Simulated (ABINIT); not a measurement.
**SrTiO3 (Tausonite): making up for missing bands**

Wanted: gap and time of SrTiO3 (Tausonite) with truncated and completed band sums.

Calculated with ABINIT 10.8.3; PBE and many-body steps on it, plane waves.

## Step 1: The starting structure

Symmetry: Pm-3m, No. 221, cubic system. Conventional cell: a = 3.905 Å, b = 3.905 Å, c = 3.905 Å, α = 90.00°, β = 90.00°, γ = 90.00°. Sr has 12 O at 2.76 Å nearest. Nearest to Ti lie 6 O at 1.95 Å. O has 2 Ti at 1.95 Å and 4 Sr at 2.76 Å nearest. Farther neighbours, and contacts between anions beyond the nearest, are not listed.

The cell and positions come from the Crystallography Open Database and are kept as given unless a step says otherwise.

## Step 2: Empty states on the mesh, 4×4×4 mesh, 205 bands

This step: ABINIT 10.8.3; DFT, PBE, plane waves, norm-conserving pseudopotentials.

The sums over transitions need many empty states on a uniform mesh; this step solves for them.

File run.abi:

```
acell 3*1.0 Angstrom
rprim 
  3.905280000000 0.000000000000 0.000000000000
  0.000000000000 3.905280000000 0.000000000000
  0.000000000000 0.000000000000 3.905280000000
ntypat 3
znucl 38 22 8
natom 5
typat 1 2 3 3 3
xred 
  0.500000000000 0.500000000000 0.500000000000
  0.000000000000 0.000000000000 0.000000000000
  0.500000000000 0.000000000000 0.000000000000
  0.000000000000 0.500000000000 0.000000000000
  0.000000000000 0.000000000000 0.500000000000
pp_dirpath "pseudos"
pseudos "Sr.upf, Ti.upf, O.upf"
ecut 38
ngkpt 4 4 4
nshiftk 1
shiftk 0 0 0
kptopt 1
chksymbreak 0
irdden 1
istwfk *1
nband 205
prtvol 0
optdriver 6
gwr_task "HDIAGO"
paral_kgb 0
occopt 1
indata_prefix "in"
outdata_prefix "out"
tmpdata_prefix "tmp"
```

Run with:

```bash
$ OMP_NUM_THREADS=1 mpirun -n 8 abinit run.abi > log
```

Log:

```text
.Version 10.8.3 of ABINIT. v10.8.2 released Aug 2026.

 Symmetries : space group Pm -3 m (#221); Bravais cP (primitive cubic)
[... echo of the input left out ...]
== DATASET  1 ==================================================================
-   mpi_nproc: 8, omp_nthreads: 1 (-1 if OMP is not activated)

--- !DatasetInfo
iteration_state: {dtset: 1, }
dimensions: {natom: 5, nkpt: 10, mband: 205, nsppol: 1, nspinor: 1, nspden: 1, mpw: 4632, }
cutoff_energies: {ecut:  38.0, pawecutdg:  -1.0, }
[...]
Indirect band gap semiconductor
 Fundamental gap:     1.908 (eV)
   VBM:     6.925 (eV) at k: [ 5.0000E-01,  5.0000E-01,  5.0000E-01]
   CBM:     8.833 (eV) at k: [ 0.0000E+00,  0.0000E+00,  0.0000E+00]
 Direct gap:         2.263 (eV) at k: [ 0.0000E+00,  0.0000E+00,  0.0000E+00]

== END DATASET(S) ==============================================================
================================================================================

 -outvars: echo values of variables after computation  --------
           etotal      0.0000000000E+00
            nband         205
             nkpt          10
          spgroup         221
 [... the other variables as echoed above ...]

 Calculation completed.
```

Elapsed: 4.9 min, on 8 MPI ranks of Arm Neoverse V1, shared host; peak memory 9.2 GiB; 36 min of CPU time.

Numbers from this step:

- gap: 1.908 eV
- k of the valence top: 0.5, 0.5, 0.5
- k of the conduction bottom: 0, 0, 0
- least direct gap: 2.263 eV
- k points computed: 10
- lowest point of the top converged band, above the valence top: 107.3398 eV

On this mesh the gap is 1.908 eV.

The density comes from a self-consistent run that is not shown.

## Step 3: Screening, 4×4×4 mesh, 197 bands, screening to 190.5 eV

The RPA dielectric matrix is built and inverted for each q.

This step: RPA screening on PBE, plane waves, norm-conserving pseudopotentials.

run.abi, as its differences from that of step 2:

```diff
@@ -23,10 +23,11 @@
 chksymbreak 0
-irdden 1
 istwfk *1
-nband 205
-prtvol 0
-optdriver 6
-gwr_task "HDIAGO"
-paral_kgb 0
 occopt 1
+irdwfk 1
+optdriver 3
+nband 197
+ecuteps 7
+inclvkb 2
+awtr 1
+symchi 1
 indata_prefix "in"
```

Log:

```text
.Version 10.8.3 of ABINIT. v10.8.2 released Aug 2026.

 Symmetries : space group Pm -3 m (#221); Bravais cP (primitive cubic)
[... echo of the input left out ...]
== DATASET  1 ==================================================================
-   mpi_nproc: 8, omp_nthreads: 1 (-1 if OMP is not activated)

--- !DatasetInfo
iteration_state: {dtset: 1, }
dimensions: {natom: 5, nkpt: 10, mband: 197, nsppol: 1, nspinor: 1, nspden: 1, mpw: 4632, }
cutoff_energies: {ecut:  38.0, pawecutdg:  -1.0, }
electrons: {nelect:   4.00000000E+01, charge:   0.00000000E+00, occopt:   1.00000000E+00, tsmear:   1.00000000E-02, }

 SCREENING: Calculation of the susceptibility and dielectric matrices

 Based on a program developped by R.W. Godby, V. Olevano, G. Onida, and L. Reining.
 Incorporated in ABINIT by V. Olevano, G.-M. Rignanese, and M. Torrent.
.Using double precision arithmetic ; gwpc =  8

[... cell and pseudopotentials left out ...]
--------------------------------------------------------------------------------

 ==== K-mesh for the wavefunctions ====
 Number of points in the irreducible wedge :    10
[... list of points left out ...]
 Together with 48 symmetry operations and time-reversal symmetry
 yields    64 points in the full Brillouin Zone.

 ==== Q-mesh for the screening function ====
 Number of points in the irreducible wedge :    10
[... list of points left out ...]
 Together with 48 symmetry operations and time-reversal symmetry
 yields    64 points in the full Brillouin Zone.

 setmesh: FFT mesh size selected  =    30x   30x   30
          total number of points  =        27000

 vcoul_init : cutoff-mode = AUXILIARY_FUNCTION
 q-points for optical limit:   1
     1)      0.000010    0.000020    0.000030

- screening: taking advantage of time-reversal symmetry
- Maximum band index for partially occupied states nbvw = 20
- Remaining bands to be divided among processors   nbcw = 177
- Number of bands treated by each node ~22

 Number of electrons calculated from density =   40.0000; Expected =   40.0000
 average of density, n =  0.099519
 r_s =    1.3387
 omega_plasma =   30.4305 [eV]

 calculating chi0 at frequencies [eV] :
  1    0.000000E+00    0.000000E+00
  2    0.000000E+00    3.043050E+01

--------------------------------------------------------------------------------
  q-point number  1        q = ( 0.000000, 0.000000, 0.000000) [r.l.u.]
--------------------------------------------------------------------------------
[... chi0 elements left out ...]
 For q-point:  0.000010 0.000020 0.000030
  dielectric constant =   6.3915
  dielectric constant without local fields =   6.7756

  Average fulfillment of the sum rule on Im[epsilon] for q-point    1 :     75.07  [%]
[... wings left out ...]
  q-point number  2        q = ( 0.250000, 0.000000, 0.000000) [r.l.u.]
--------------------------------------------------------------------------------
[... chi0 elements left out ...]
  Average fulfillment of the sum rule on Im[epsilon] for q-point    2 :     83.03  [%]

 [... 8 further q-points ...]
```

Run time: 5 min. Hardware: 8 MPI ranks; peak memory 2.5 GiB.

This step gave:

```yaml
eps_infinity_with_local_fields_on_this_mesh: 6.391
eps_infinity_without_local_fields_on_this_mesh: 6.776
plasma_frequency: 30.43 eV
plane_waves_in_the_screening_matrix: 365
```

Local fields lower ε∞ by 6 %. On a Γ-centred mesh this coarse the value itself is usually too large, while a short band sum pulls it down.

## Step 4: 197 bands

The self-energy is evaluated for the states that the input lists, and the quasiparticle equation is solved.

This step: G0W0 on PBE, plane waves, norm-conserving pseudopotentials.

run.abi, as its differences from that of step 3:

```diff
@@ -26,8 +26,17 @@
 irdwfk 1
-optdriver 3
+optdriver 4
 nband 197
+gwcalctyp 0
+ecutsigx 38
+symsigma 1
+nkptgw 2
+kptgw 
+  0.5000000000 0.5000000000 0.5000000000
+  0.0000000000 0.0000000000 0.0000000000
+bdgw 
+  18 23
+  18 23
 ecuteps 7
-inclvkb 2
-awtr 1
-symchi 1
+irdscr 1
+ppmodel 1
 indata_prefix "in"
```

Log:

```text
.Version 10.8.3 of ABINIT. v10.8.2 released Aug 2026.

 Symmetries : space group Pm -3 m (#221); Bravais cP (primitive cubic)
[... echo of the input left out ...]
== DATASET  1 ==================================================================
-   mpi_nproc: 8, omp_nthreads: 1 (-1 if OMP is not activated)

--- !DatasetInfo
iteration_state: {dtset: 1, }
dimensions: {natom: 5, nkpt: 10, mband: 197, nsppol: 1, nspinor: 1, nspden: 1, mpw: 4632, }
cutoff_energies: {ecut:  38.0, pawecutdg:  -1.0, }
electrons: {nelect:   4.00000000E+01, charge:   0.00000000E+00, occopt:   1.00000000E+00, tsmear:   1.00000000E-02, }

 SIGMA: Calculation of the GW corrections

 Based on a program developped by R.W. Godby, V. Olevano, G. Onida, and L. Reining.
 Incorporated in ABINIT by V. Olevano, G.-M. Rignanese, and M. Torrent.
.Using double precision arithmetic ; gwpc =  8

[... cell and pseudopotentials left out ...]
--------------------------------------------------------------------------------

 ==== K-mesh for the wavefunctions ====
 Number of points in the irreducible wedge :    10
[... list of points left out ...]
 Together with 48 symmetry operations and time-reversal symmetry
 yields    64 points in the full Brillouin Zone.

 ==== Q-mesh for screening function ====
 Number of points in the irreducible wedge :    10
[... list of points left out ...]
 Together with 48 symmetry operations and time-reversal symmetry
 yields    64 points in the full Brillouin Zone.

 vcoul_init : cutoff-mode = AUXILIARY_FUNCTION
 q-points for optical limit:   1
     1)      0.000010    0.000020    0.000030
 setmesh: FFT mesh size selected  =    45x   45x   45
          total number of points  =        91125

 Number of electrons calculated from density =   40.0000; Expected =   40.0000
 average of density, n =  0.099519
 r_s =    1.3387
 omega_plasma =   30.4305 [eV]

 === KS Band Gaps ===
  >>>> For spin  1
   Minimum direct gap =   2.2628 [eV], located at k-point      :   0.0000  0.0000  0.0000
   Fundamental gap    =   1.9077 [eV], Top of valence bands at :   0.5000  0.5000  0.5000
                                       Bottom of conduction at :   0.0000  0.0000  0.0000
 SIGMA fundamental parameters:
 PLASMON POLE MODEL  1
 number of plane-waves for SigmaX                 4457
 number of plane-waves for SigmaC and W            365
 number of plane-waves for wavefunctions          4457
 number of bands                                   197
 number of independent spin polarizations            1
 number of spinorial components                      1
 number of k-points in IBZ                          10
 number of q-points in IBZ                          10
 number of symmetry operations                      48
 number of k-points in BZ                           64
 number of q-points in BZ                           64
 number of frequencies for dSigma/dE                 9
 frequency step for dSigma/dE [eV]                0.25
 number of omega for Sigma on real axis              0
 max omega for Sigma on real axis  [eV]           0.00
 zcut for avoiding poles [eV]                     0.10

 EPSILON^-1 parameters (SCR file):
 dimension of the eps^-1 matrix on file            365
 dimension of the eps^-1 matrix used               365
 number of plane-waves for wavefunctions          4457
 number of bands                                   197
 number of q-points in IBZ                          10
 number of frequencies                               2
 number of real frequencies                          1
 number of imag frequencies                          1

 matrix elements of self-energy operator (all in [eV])

 Perturbative Calculation

--- !SelfEnergy_ee
iteration_state: {dtset: 1, }
kpoint     : [   0.500,    0.500,    0.500, ]
spin       : 1
KS_gap     :    4.517
QP_gap     :    6.363
Delta_QP_KS:    1.846
data: !SigmaeeData |
     Band     E0 <VxcDFT>   SigX SigC(E0)      Z dSigC/dE  Sig(E)    E-E0       E
       18   6.925 -20.195 -25.189   4.746   0.767  -0.305 -20.384  -0.190   6.736
       19   6.925 -20.195 -25.189   4.746   0.767  -0.305 -20.384  -0.190   6.736
       20   6.925 -20.195 -25.189   4.746   0.767  -0.305 -20.384  -0.190   6.736
       21  11.442 -21.983 -12.959  -6.731   0.722  -0.385 -20.327   1.656  13.098
       22  11.442 -21.983 -12.959  -6.731   0.722  -0.385 -20.327   1.656  13.098
       23  11.442 -21.983 -12.959  -6.731   0.722  -0.385 -20.327   1.656  13.098

--- !SelfEnergy_ee
iteration_state: {dtset: 1, }
kpoint     : [   0.000,    0.000,    0.000, ]
spin       : 1
KS_gap     :    2.263
QP_gap     :    3.853
Delta_QP_KS:    1.590
data: !SigmaeeData |
     Band     E0 <VxcDFT>   SigX SigC(E0)      Z dSigC/dE  Sig(E)    E-E0       E
[...]
21   8.833 -18.883 -11.450  -5.663   0.781  -0.281 -17.500   1.382  10.215
       22   8.833 -18.883 -11.450  -5.663   0.781  -0.281 -17.500   1.382  10.215
       23   8.833 -18.883 -11.450  -5.663   0.781  -0.281 -17.500   1.382  10.215

== END DATASET(S) ==============================================================
================================================================================

 -outvars: echo values of variables after computation  --------
           etotal      0.0000000000E+00
            nband         197
             nkpt          10
          spgroup         221
 [... the other variables as echoed above ...]

 Calculation completed.
```

It took 46 s on 8 MPI ranks; peak memory 2.4 GiB.

Numbers from this step:

```yaml
g0w0_gap_on_the_mesh: 3.479 eV
starting_gap_on_the_mesh: 1.908 eV
k_of_the_valence_top: 0.5, 0.5, 0.5
k_of_the_conduction_bottom: 0, 0, 0
z_at_the_valence_top: 0.767
z_at_the_conduction_bottom: 0.781
least_direct_g0w0_gap_on_the_computed_points: 3.852 eV
```

The gap on the mesh goes from 1.91 eV to 3.48 eV, a correction of +1.57 eV.

## Step 5: Screening, 4×4×4 mesh, 35 bands, screening to 190.5 eV

This step: RPA screening on PBE, plane waves, norm-conserving pseudopotentials.

run.abi, as its differences from that of step 4:

```diff
@@ -26,17 +26,8 @@
 irdwfk 1
-optdriver 4
-nband 197
-gwcalctyp 0
-ecutsigx 38
-symsigma 1
-nkptgw 2
-kptgw 
-  0.5000000000 0.5000000000 0.5000000000
-  0.0000000000 0.0000000000 0.0000000000
-bdgw 
-  18 23
-  18 23
+optdriver 3
+nband 35
 ecuteps 7
-irdscr 1
-ppmodel 1
+inclvkb 2
+awtr 1
+symchi 1
 indata_prefix "in"
```

Log:

```text
.Version 10.8.3 of ABINIT. v10.8.2 released Aug 2026.

 Symmetries : space group Pm -3 m (#221); Bravais cP (primitive cubic)
[... echo of the input left out ...]
== DATASET  1 ==================================================================
-   mpi_nproc: 8, omp_nthreads: 1 (-1 if OMP is not activated)

--- !DatasetInfo
iteration_state: {dtset: 1, }
dimensions: {natom: 5, nkpt: 10, mband: 35, nsppol: 1, nspinor: 1, nspden: 1, mpw: 4632, }
cutoff_energies: {ecut:  38.0, pawecutdg:  -1.0, }
electrons: {nelect:   4.00000000E+01, charge:   0.00000000E+00, occopt:   1.00000000E+00, tsmear:   1.00000000E-02, }

 SCREENING: Calculation of the susceptibility and dielectric matrices

 Based on a program developped by R.W. Godby, V. Olevano, G. Onida, and L. Reining.
 Incorporated in ABINIT by V. Olevano, G.-M. Rignanese, and M. Torrent.
.Using double precision arithmetic ; gwpc =  8

[... cell and pseudopotentials left out ...]
--------------------------------------------------------------------------------

 ==== K-mesh for the wavefunctions ====
 Number of points in the irreducible wedge :    10
[... list of points left out ...]
 Together with 48 symmetry operations and time-reversal symmetry
 yields    64 points in the full Brillouin Zone.

 ==== Q-mesh for the screening function ====
 Number of points in the irreducible wedge :    10
[... list of points left out ...]
 Together with 48 symmetry operations and time-reversal symmetry
 yields    64 points in the full Brillouin Zone.

 setmesh: FFT mesh size selected  =    30x   30x   30
          total number of points  =        27000

 vcoul_init : cutoff-mode = AUXILIARY_FUNCTION
 q-points for optical limit:   1
     1)      0.000010    0.000020    0.000030

- screening: taking advantage of time-reversal symmetry
- Maximum band index for partially occupied states nbvw = 20
- Remaining bands to be divided among processors   nbcw = 15
- Number of bands treated by each node ~1

 Number of electrons calculated from density =   40.0000; Expected =   40.0000
 average of density, n =  0.099519
 r_s =    1.3387
 omega_plasma =   30.4305 [eV]

 calculating chi0 at frequencies [eV] :
  1    0.000000E+00    0.000000E+00
  2    0.000000E+00    3.043050E+01

--------------------------------------------------------------------------------
  q-point number  1        q = ( 0.000000, 0.000000, 0.000000) [r.l.u.]
--------------------------------------------------------------------------------
[... chi0 elements left out ...]
 For q-point:  0.000010 0.000020 0.000030
  dielectric constant =   6.1445
  dielectric constant without local fields =   6.4301

  Average fulfillment of the sum rule on Im[epsilon] for q-point    1 :     18.73  [%]
[... wings left out ...]
  q-point number  2        q = ( 0.250000, 0.000000, 0.000000) [r.l.u.]
--------------------------------------------------------------------------------
[... chi0 elements left out ...]
  Average fulfillment of the sum rule on Im[epsilon] for q-point    2 :     38.57  [%]

 [... 8 further q-points ...]
```

It took 20 s on 8 MPI ranks; peak memory 1.8 GiB.

Read from the output:

```yaml
eps_infinity_with_local_fields_on_this_mesh: 6.144
eps_infinity_without_local_fields_on_this_mesh: 6.430
plasma_frequency: 30.43 eV
plane_waves_in_the_screening_matrix: 365
```

(Part 1 of 2 ends here.)

[Long decimals in the printed logs are rounded to 6 places.]

[Logs are printed without paths, hosts, clocks, repeated set-up lines and the standing remarks that a program may print on its own settings, such as how far it seeks lower states.]

[Paths, hosts, dates, memory and timing lines, banners, echoed tables and standing remarks are left out of the program output; an Ansatz launch command may be rebuilt from the run's recorded settings. Measured values are a selection of at most five: reports struck by readers or far from the other reports are left out. None is set beside runs whose start may be inverted or whose files or cutoffs have a known fault.]

[Runs of the session that timed out or met a known fault of the program may be left out.]

[Hosts, paths, dates, database ids (printed as entryN), source tags and the programs' standing remarks are cut or masked in the printed files.]

[G0W0 gaps are taken among the corrected bands and points alone; a level outside them can change the order at an edge.]

[Where Ansatz stands beside ABINIT at settings called matched, ABINIT's density can come from a denser mesh and the files from another edition; pairs whose starting gaps differed by over 0.03 eV were left out, so agreement reads better than it is.]
